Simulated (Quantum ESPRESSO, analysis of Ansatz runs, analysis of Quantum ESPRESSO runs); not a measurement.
# Reproducing a measured local vibrational mode: Cu-H pair in ZnO (Quantum ESPRESSO)

Subject: Cu-H pair in ZnO. Wanted: its local vibrational mode, in one set-up (PBE, GBRV 1.5 PBE, 32-site cell, PBE lattice, k: the single point 1/4 1/4 1/4). The model is a cell of 32 host atoms with Cu put on another atom's site and H put in between. The frequencies come from force constants among the defect atom and its neighbours, with the masses of the isotopes named. A local or semilocal functional is the cheapest first rung.

Measured beforehand: O-H stretch, 1H: 3191.8 cm⁻¹, by IR absorption (quoted in “Hydrogen-related defects in hydrothermally grown ZnO studied by Fourier Transform Infrared Spectroscopy”, 2010, Halvard Haug, quoting earlier work (1978)). O-D stretch, 2H: 2379 cm⁻¹, by IR absorption (quoted in “Hydrogen-related defects in hydrothermally grown ZnO studied by Fourier Transform Infrared Spectroscopy”, 2010, Halvard Haug, quoting earlier work (1978)).

Main program and level: Quantum ESPRESSO 7.5; Quantum ESPRESSO plane-wave DFT, PBE, GBRV 1.5 PBE potentials; relaxation of all atoms of a defect supercell.

## 1. Set-up

The cell holds 33 atoms: 15 Zn, 16 O, 1 Cu and 1 H. Its edges and angles: a = 6.562 Å, b = 6.562 Å, c = 10.593 Å, α = 90.0°, β = 90.0°, γ = 120.0°. It derives from ZnO (space group P6_3mc). Nearest the centre at fractional (0.281, 0.562, 0.481): H33 at 0.61 Å, Cu14 at 1.09 Å, O4 at 1.63 Å, O15 at 2.29 Å, O28 at 2.30 Å, O12 at 2.30 Å, Zn6 at 2.77 Å, Zn22 at 2.78 Å.

The host's primitive cell comes from a first run (Quantum ESPRESSO plane-wave DFT, PBE, GBRV 1.5 PBE potentials; relaxation of cell and atoms of a defect-free cell): vectors of 3.281, 3.281 and 5.297 Å. That is 12.34 Å³ an atom, 3.7 % over the diffraction cell's volume. The supercell is built on it.

## 2. Relaxation, charge 0

Every later number rests on the structure around the defect, so the atoms are relaxed at the host's lattice first.

Contents of pw.in:

```
&CONTROL
  calculation = 'relax'
  prefix = 'pwscf'
  outdir = './tmp'
  pseudo_dir = './pseudo'
  tprnfor = .true.
  disk_io = 'low'
  nstep = 70
  forc_conv_thr = 0.00039
  etot_conv_thr = 0.0001
/
&SYSTEM
  ibrav = 0
  nat = 33
  ntyp = 4
  ecutwfc = 45
  ecutrho = 360
  nbnd = 212
  occupations = 'smearing'
  smearing = 'fd'
  degauss = 0.00073499
  nosym = .true.
/
&ELECTRONS
  conv_thr = 3d-08
  electron_maxstep = 100
  mixing_beta = 0.5
/
&IONS
  ion_dynamics = 'bfgs'
/
ATOMIC_SPECIES
Zn    65.3800 zn_pbe_v1.uspp.F.UPF
O     15.9990 o_pbe_v1.2.uspp.F.UPF
Cu    63.5460 cu_pbe_v1.2.uspp.F.UPF
H      1.0080 h_pbe_v1.4.uspp.F.UPF
CELL_PARAMETERS angstrom
   6.5616149739    0.0000000000    0.0000000000
  -3.2808074869    5.6825253113    0.0000000000
   0.0000000000    0.0000000000   10.5930620368
ATOMIC_POSITIONS crystal
Zn     0.1663933745    0.3326044581    0.2481422751
Zn     0.3322161554    0.1634074185    0.0006265105
O      0.3298788200    0.1652359750    0.1892053681
O      0.1448046207    0.2909924142    0.4301950884
Zn     0.1694659057    0.3342822834    0.7510984011
Zn     0.3335433630    0.1694732679    0.5008554452
O      0.3348287082    0.1683242697    0.6879029566
O      0.1643424090    0.3303680652    0.9386432221
Zn     0.1697608301    0.8351584907    0.2491053625
Zn     0.3320590822    0.6664860080    0.0017255915
O      0.3324360236    0.6691004490    0.1898974004
O      0.1637198562    0.8332142607    0.4401181675
Zn     0.1701312065    0.8348111369    0.7496957064
Cu     0.3695676852    0.7435611296    0.5143613548
O      0.3299882707    0.6648801844    0.6900993467
O      0.1671501524    0.8324252432    0.9412456804
Zn     0.6648177225    0.3317510089    0.2484345324
Zn     0.8301108035    0.1644149058   -0.0006587005
O      0.8317326569    0.1678048692    0.1883394328
O      0.6663506967    0.3343337164    0.4377783633
Zn     0.6644156871    0.3299838697    0.7495315433
Zn     0.8351718313    0.1678422642    0.5015906233
O      0.8305651062    0.1649242328    0.6906611340
O      0.6680404885    0.3338390333    0.9377818650
Zn     0.6701199376    0.8345134402    0.2498528393
Zn     0.8340871234    0.6683630664   -0.0016646999
O      0.8324758237    0.6650937811    0.1912049180
O      0.6675347230    0.8367148203    0.4393959876
Zn     0.6654182930    0.8346995252    0.7512519056
Zn     0.8362107973    0.6685945484    0.5010326376
O      0.8337185237    0.6690430807    0.6882156761
O      0.6698962617    0.8338536006    0.9391947672
H      0.2319164962    0.4593847027    0.4631874954
K_POINTS crystal
1
0.25 0.25 0.25 1.0
```

Command:

```bash
$ OMP_NUM_THREADS=1 mpirun -n 4 pw.x -in pw.in > pw.out
```

The program printed:

```text
This program is part of the open-source Quantum ESPRESSO suite
     for quantum simulation of materials; please cite
         "P. Giannozzi et al., J. Phys.:Condens. Matter 21 395502 (2009);
         "P. Giannozzi et al., J. Phys.:Condens. Matter 29 465901 (2017);
         "P. Giannozzi et al., J. Chem. Phys. 152 154105 (2020);
          URL
     in publications or presentations arising from this work. More details at

     Subspace diagonalization in iterative solution of the eigenvalue problem:
     one sub-group per band group will be used
     scalapack distributed-memory algorithm (size of sub-group:  2*  2 procs)

     --------------------
     sticks:   dense  smooth     PW     G-vecs:    dense   smooth      PW
     Min         953     478    127                76821    27187    3813
     Max         955     479    128                76822    27189    3820
     Sum        3817    1915    511               307285   108751   15267

     Using Slab Decomposition

     bravais-lattice index     =            0
     lattice parameter (alat)  =      12.3997  a.u.
     unit-cell volume          =    2665.4481 (a.u.)^3
     number of atoms/cell      =           33
     number of atomic types    =            4
     number of electrons       =       416.00
     number of Kohn-Sham states=          212
     kinetic-energy cutoff     =      45.0000  Ry
     charge density cutoff     =     360.0000  Ry
     scf convergence threshold =      3.0E-08
     mixing beta               =       0.5000
     number of iterations used =            8  plain     mixing
     energy convergence thresh.=      1.0E-04
     force convergence thresh. =      3.9E-04
     Exchange-correlation=  SLA  PW   PBX  PBC
                           (   1   4   3   4   0   0   0)
     nstep                     =           70

     celldm(1)=  12.399655  celldm(2)=   0.000000  celldm(3)=   0.000000
     celldm(4)=   0.000000  celldm(5)=   0.000000  celldm(6)=   0.000000

     crystal axes: (cart. coord. in units of alat)
               a(1) = (   1.000000   0.000000   0.000000 )
               a(2) = (  -0.500000   0.866025   0.000000 )
               a(3) = (   0.000000   0.000000   1.614399 )

     reciprocal axes: (cart. coord. in units 2 pi/alat)
               b(1) = (  1.000000  0.577350 -0.000000 )
               b(2) = (  0.000000  1.154701  0.000000 )
               b(3) = (  0.000000 -0.000000  0.619426 )

     PseudoPot. # 1 for Zn read from file:
     zn_pbe_v1.uspp.F.UPF
     Pseudo is Ultrasoft, Zval = 20.0
     Generated by new atomic code, or converted to UPF format
     Using radial grid of  943 points,  6 beta functions with:
                l(1) =   0
                l(2) =   0
                l(3) =   1
                l(4) =   1
                l(5) =   2
                l(6) =   2
     Q(r) pseudized with  8 coefficients,  rinner =    1.100   1.100   1.100
                                                       1.100   1.100

     PseudoPot. # 2 for O  read from file:
     o_pbe_v1.2.uspp.F.UPF
     Pseudo is Ultrasoft + core correction, Zval =  6.0
     Generated by new atomic code, or converted to UPF format
     Using radial grid of  737 points,  5 beta functions with:
                l(1) =   0
                l(2) =   0
                l(3) =   1
                l(4) =   1
                l(5) =   2
     Q(r) pseudized with  8 coefficients,  rinner =    0.900   0.900   0.900
                                                       0.900   0.900

     PseudoPot. # 3 for Cu read from file:
     cu_pbe_v1.2.uspp.F.UPF
     Pseudo is Ultrasoft + core correction, Zval = 19.0
     Generated by new atomic code, or converted to UPF format
     Using radial grid of  867 points,  6 beta functions with:
                l(1) =   0
                l(2) =   0
                l(3) =   1
                l(4) =   1
                l(5) =   2
                l(6) =   2
     Q(r) pseudized with  8 coefficients,  rinner =    1.150   1.150   1.150
                                                       1.150   1.150

     PseudoPot. # 4 for H  read from file:
     h_pbe_v1.4.uspp.F.UPF
     Pseudo is Ultrasoft, Zval =  1.0
     Generated by new atomic code, or converted to UPF format
     Using radial grid of  615 points,  2 beta functions with:
                l(1) =   0
                l(2) =   0
     Q(r) pseudized with  8 coefficients,  rinner =    0.700

     atomic species   valence    mass     pseudopotential
     Zn               20.00    65.38000     Zn( 1.00)
     O                 6.00    15.99900     O ( 1.00)
     Cu               19.00    63.54600     Cu( 1.00)
     H                 1.00     1.00800     H ( 1.00)

     No symmetry found

   Cartesian axes

     site n.     atom                  positions (alat units)
         1        Zn     tau(   1) = (   0.0000911   0.2880439   0.4006005  )
         2        Zn     tau(   2) = (   0.2505124   0.1415150   0.0010114  )
         3        O      tau(   3) = (   0.2472608   0.1430986   0.3054529  )
         4        O      tau(   4) = (  -0.0006916   0.2520068   0.6945063  )
         5        Zn     tau(   5) = (   0.0023248   0.2894970   1.2125722  )
         6        Zn     tau(   6) = (   0.2488067   0.1467682   0.8085803  )
         7        O      tau(   7) = (   0.2506666   0.1457731   1.1105496  )
         8        O      tau(   8) = (  -0.0008416   0.2861071   1.5153443  )
         9        Zn     tau(   9) = (  -0.2478184   0.7232685   0.4021553  )
        10        Zn     tau(  10) = (  -0.0011839   0.5771938   0.0027858  )
        11        O      tau(  11) = (  -0.0021142   0.5794580   0.3065701  )
        12        O      tau(  12) = (  -0.2528873   0.7215847   0.7105262  )
        13        Zn     tau(  13) = (  -0.2472744   0.7229677   1.2103077  )
        14        Cu     tau(  14) = (  -0.0022129   0.6439428   0.8303843  )
        15        O      tau(  15) = (  -0.0024518   0.5758031   1.1140954  )
        16        O      tau(  16) = (  -0.2490625   0.7209014   1.5195457  )
        17        Zn     tau(  17) = (   0.4989422   0.2873048   0.4010724  )
        18        Zn     tau(  18) = (   0.7479034   0.1423875  -0.0010634  )
        19        O      tau(  19) = (   0.7478302   0.1453233   0.3040549  )
        20        O      tau(  20) = (   0.4991838   0.2895415   0.7067488  )
        21        Zn     tau(  21) = (   0.4994238   0.2857744   1.2100427  )
        22        Zn     tau(  22) = (   0.7512507   0.1453557   0.8097672  )
        23        O      tau(  23) = (   0.7481030   0.1428286   1.1150024  )
[...]
atom   10 type  1   force =     0.00011118    0.00010781   -0.00020921
     atom   11 type  2   force =     0.00000727   -0.00011076   -0.00008526
     atom   12 type  2   force =    -0.00018047    0.00010226   -0.00032360
     atom   13 type  1   force =    -0.00000284   -0.00015398   -0.00006569
     atom   14 type  3   force =     0.00026885    0.00003569   -0.00002490
     atom   15 type  2   force =     0.00000679   -0.00039796    0.00033265
     atom   16 type  2   force =    -0.00004896   -0.00001571    0.00002053
[...]
Total force =     0.001487     Total SCF correction =     0.000060
     Energy error            =      4.7E-06 Ry
     Gradient error          =      5.4E-04 Ry/Bohr

     number of scf cycles    =  43
     number of bfgs steps    =  42

     energy             old  =   -7846.0313198887 Ry
     energy             new  =   -7846.0313246274 Ry

     CASE: energy            _new < energy            _old

     new trust radius        =       0.0025550595 bohr
     new conv_thr            =       0.0000000003 Ry

ATOMIC_POSITIONS (crystal)
Zn               0.1588330224        0.3250482164        0.2350127757
Zn               0.3331611269        0.1624864317       -0.0004286072
O                0.3303102771        0.1595550048        0.1887734513
O                0.1537856174        0.3032254976        0.4298474998
Zn               0.1614385070        0.3338397178        0.7508341855
Zn               0.3389168354        0.1475782724        0.5000674151
O                0.3284425692        0.1702570744        0.6888626536
O                0.1637589350        0.3284065424        0.9410509050
Zn               0.1625402522        0.8268501595        0.2535780067
Zn               0.3290776094        0.6635453649       -0.0038419853
O                0.3262011780        0.6599389325        0.1863051190
O                0.1687027846        0.8248602686        0.4397486446
Zn               0.1534009466        0.8400918620        0.7519576273
Cu               0.4380362561        0.7590933322        0.5402492083
O                0.3174443268        0.6682081730        0.7053231803
O                0.1619975601        0.8319989046        0.9408256356
[...]
NEW-OLD atomic charge density approx. for the potential

     Check: negative core charge=   -0.000002

     Self-consistent Calculation

     iteration #  1     ecut=    45.00 Ry     beta= 0.50
     Davidson diagonalization with overlap
     ethr =  1.00E-06,  avg # of iterations =  4.0

     Threshold (ethr) on eigenvalues was too large:
     Diagonalizing with lowered threshold

     Davidson diagonalization with overlap
     ethr =  1.03E-09,  avg # of iterations =  5.0

     total energy              =   -7846.03132648 Ry
     estimated scf accuracy    <       0.00000641 Ry

     iteration #  2     ecut=    45.00 Ry     beta= 0.50
     Davidson diagonalization with overlap
     ethr =  1.54E-09,  avg # of iterations =  5.0

     total energy              =   -7846.03132702 Ry
     estimated scf accuracy    <       0.00000268 Ry

     iteration #  3     ecut=    45.00 Ry     beta= 0.50
     Davidson diagonalization with overlap
     ethr =  6.43E-10,  avg # of iterations =  6.0

     total energy              =   -7846.03132741 Ry
     estimated scf accuracy    <       0.00000251 Ry

     iteration #  4     ecut=    45.00 Ry     beta= 0.50
     Davidson diagonalization with overlap
     ethr =  6.03E-10,  avg # of iterations =  5.0

     total energy              =   -7846.03132778 Ry
     estimated scf accuracy    <       0.00000029 Ry

     iteration #  5     ecut=    45.00 Ry     beta= 0.50
     Davidson diagonalization with overlap
     ethr =  6.95E-11,  avg # of iterations =  5.0

     total energy              =   -7846.03132783 Ry
     estimated scf accuracy    <       0.00000003 Ry

     iteration #  6     ecut=    45.00 Ry     beta= 0.50
     Davidson diagonalization with overlap
     ethr =  6.20E-12,  avg # of iterations =  4.0

     total energy              =   -7846.03132783 Ry
     estimated scf accuracy    <          3.0E-09 Ry

     iteration #  7     ecut=    45.00 Ry     beta= 0.50
     Davidson diagonalization with overlap
     ethr =  7.11E-13,  avg # of iterations =  3.0

     total energy              =   -7846.03132784 Ry
     estimated scf accuracy    <          5.7E-10 Ry

     iteration #  8     ecut=    45.00 Ry     beta= 0.50
     Davidson diagonalization with overlap
     ethr =  1.37E-13,  avg # of iterations =  3.0

     End of self-consistent calculation

          k = 0.2500 0.4330 0.1549 ( 13581 PWs)   bands (ev):

  -115.4232-115.2719-115.2575-115.2548-115.1929-115.1620-115.1473-115.1349
  -115.1330-115.1262-115.1181-115.1142-115.0413-115.0116-115.0019-101.8298
[...]
3.9372   3.9426   3.9586   3.9790   3.9836   4.0123   4.0364   4.0561
     4.0925   4.1217   4.1672   4.1977   4.4071   4.4502   4.4779   4.5282
     4.6074   4.6489   4.7555   4.8681   4.9688   5.0485   5.2564   5.3029
     5.3170   5.3828   5.4175   5.6259   5.7363   5.8457   5.8769   6.0655
     6.1192   6.1546   6.2263   6.2945   6.3076   6.3411   6.4150   6.4767
     6.5009   6.5428   6.6655   6.7578   6.7800   6.8504   6.9564   7.0024
     7.0652   7.0983   7.2146   7.2519   7.2697   7.3541   7.3861   7.4055
     7.4916   7.6552   7.7204   7.9847   8.1544   8.4757   8.8954   9.1566
    11.1538  12.0887  12.4470  12.5375

     the Fermi energy is    10.6350 ev

!    total energy              =   -7846.03132784 Ry
     estimated scf accuracy    <          4.6E-11 Ry
     smearing contrib. (-TS)   =       0.00000000 Ry
     internal energy E=F+TS    =   -7846.03132784 Ry

     The total energy is F=E-TS. E is the sum of the following terms:
     one-electron contribution =   -6511.18760589 Ry
     hartree contribution      =    3424.38686675 Ry
     xc contribution           =    -790.73492436 Ry
     ewald contribution        =   -3968.49566433 Ry

     convergence has been achieved in   8 iterations

     Forces acting on atoms (cartesian axes, Ry/au):

[...]
atom   26 type  1   force =    -0.00013259    0.00006799   -0.00000472
     atom   27 type  2   force =    -0.00003145    0.00003316    0.00030957
     atom   28 type  2   force =    -0.00008846   -0.00019582   -0.00016489
     atom   29 type  1   force =    -0.00003454   -0.00008130    0.00001238
     atom   30 type  1   force =     0.00001648   -0.00003736   -0.00009307
     atom   31 type  2   force =     0.00006752    0.00006519   -0.00011471
     atom   32 type  2   force =     0.00003840   -0.00004438   -0.00022301
     atom   33 type  4   force =     0.00009316   -0.00012207    0.00000544

     Total force =     0.001197     Total SCF correction =     0.000050
     Energy error            =      3.2E-06 Ry
     Gradient error          =      3.4E-04 Ry/Bohr

     bfgs converged in  44 scf cycles and  43 bfgs steps
     (criteria: energy <  1.0E-04 Ry, force <  3.9E-04 Ry/Bohr)

     End of BFGS Geometry Optimization

     Final energy             =   -7846.0313278353 Ry

     File ./tmp/pwscf.bfgs deleted, as requested
Begin final coordinates

ATOMIC_POSITIONS (crystal)
[...]
Zn               0.8313629711        0.6629192529        0.0006249706
O                0.8307758978        0.6642018581        0.1888610598
O                0.6912435718        0.8472550123        0.4284816972
Zn               0.6626317460        0.8369537016        0.7530246868
Zn               0.8424952154        0.6700575799        0.4987381368
O                0.8258727697        0.6692946762        0.6896856178
O                0.6642807404        0.8307670171        0.9412886836
H                0.2454905657        0.4743015025        0.4548388578
End final coordinates

=------------------------------------------------------------------------------=
   JOB DONE.
=------------------------------------------------------------------------------=
```

It took 40 min on 4 MPI ranks of Arm Neoverse V1, shared host; peak memory 1.6 GiB.

Step by step (22 of 44):

| step | energy less that of the first step (eV) |
| --- | --- |
| 0 | 0.0000 |
| 2 | -0.4079 |
| 4 | -0.5111 |
| 6 | -0.5390 |
| 8 | -0.5487 |
| 10 | -0.5552 |
| 12 | -0.5601 |
| 14 | -0.5653 |
| 16 | -0.5688 |
| 18 | -0.5726 |
| 20 | -0.5775 |
| 23 | -0.5918 |
| 25 | -0.6021 |
| 27 | -0.6071 |
| 29 | -0.6118 |
| 31 | -0.6149 |
| 33 | -0.6158 |
| 35 | -0.6164 |
| 37 | -0.6168 |
| 39 | -0.6170 |
| 41 | -0.6171 |
| 43 | -0.6172 |

The atoms that moved most (Å):

| atom | dx | dy | dz | length |
| --- | --- | --- | --- | --- |
| Cu14 | 0.398 | 0.088 | 0.274 | 0.492 |
| O15 | -0.093 | 0.019 | 0.161 | 0.187 |
| O28 | 0.121 | 0.060 | -0.116 | 0.178 |
| Zn6 | 0.107 | -0.124 | -0.008 | 0.164 |
| Zn1 | -0.025 | -0.043 | -0.139 | 0.148 |
| Zn13 | -0.127 | 0.030 | 0.024 | 0.133 |
| H33 | 0.040 | 0.085 | -0.088 | 0.129 |
| Zn25 | -0.062 | -0.028 | -0.074 | 0.101 |

The relaxed structure:

```xyz
33
Lattice="6.5616 0.0000 0.0000 -3.2808 5.6825 0.0000 0.0000 0.0000 10.5931" Properties=species:S:1:pos:R:3 pbc="T T T"
Zn   -0.0242    1.8471    2.4895
Zn    1.6530    0.9233   -0.0045
O     1.6439    0.9067    1.9997
O     0.0143    1.7231    4.5534
Zn   -0.0360    1.8971    7.9536
Zn    1.7397    0.8386    5.2972
O     1.5965    0.9675    7.2972
O    -0.0029    1.8662    9.9686
Zn   -1.6462    4.6986    2.6862
Zn   -0.0177    3.7706   -0.0407
O    -0.0247    3.7501    1.9735
O    -1.5992    4.6873    4.6583
Zn   -1.7496    4.7738    7.9655
Cu    0.3838    4.3136    5.7229
O    -0.1093    3.7971    7.4715
O    -1.6667    4.7279    9.9662
Zn    3.2506    1.8940    2.6337
Zn    4.9045    0.9347   -0.0337
O     4.8754    0.9322    1.9709
O     3.2736    1.9163    4.6496
Zn    3.2251    1.9235    7.9344
Zn    4.8648    0.9510    5.3191
O     4.8866    0.9771    7.3272
O     3.2645    1.8882    9.9385
Zn    1.5969    4.7144    2.5726
Zn    3.2802    3.7671    0.0066
O     3.2721    3.7743    2.0006
O     1.7560    4.8145    4.5389
Zn    1.6021    4.7560    7.9768
Zn    3.3298    3.8076    5.2832
O     3.2232    3.8033    7.3059
O     1.6332    4.7209    9.9711
H     0.0547    2.6952    4.8181
```

Neighbours of the ideal centre at the end:

| atom | distance (Å) |
| --- | --- |
| H33 | 0.575 |
| Cu14 | 1.338 |
| O4 | 1.569 |
| O12 | 2.230 |
| O28 | 2.453 |
| O15 | 2.453 |
| Zn22 | 2.823 |
| Zn1 | 2.935 |
| Zn6 | 2.936 |

Neighbours of the added atoms: H33: O4 1.01, Cu14 1.88, Zn1 2.48 Å.

(Part 1 of 2 ends here.)

[Logs are printed without paths, hosts, clocks, repeated set-up lines and the standing remarks that a program may print on its own settings, such as how far it seeks lower states.]

[Hosts, paths, dates, database ids (printed as entryN), source tags and the programs' standing remarks are cut or masked in the printed files.]

[For some hosts the program warned that the k-mesh of the response run may be too coarse for force constants and the static dielectric constant; such warnings are not shown here.]
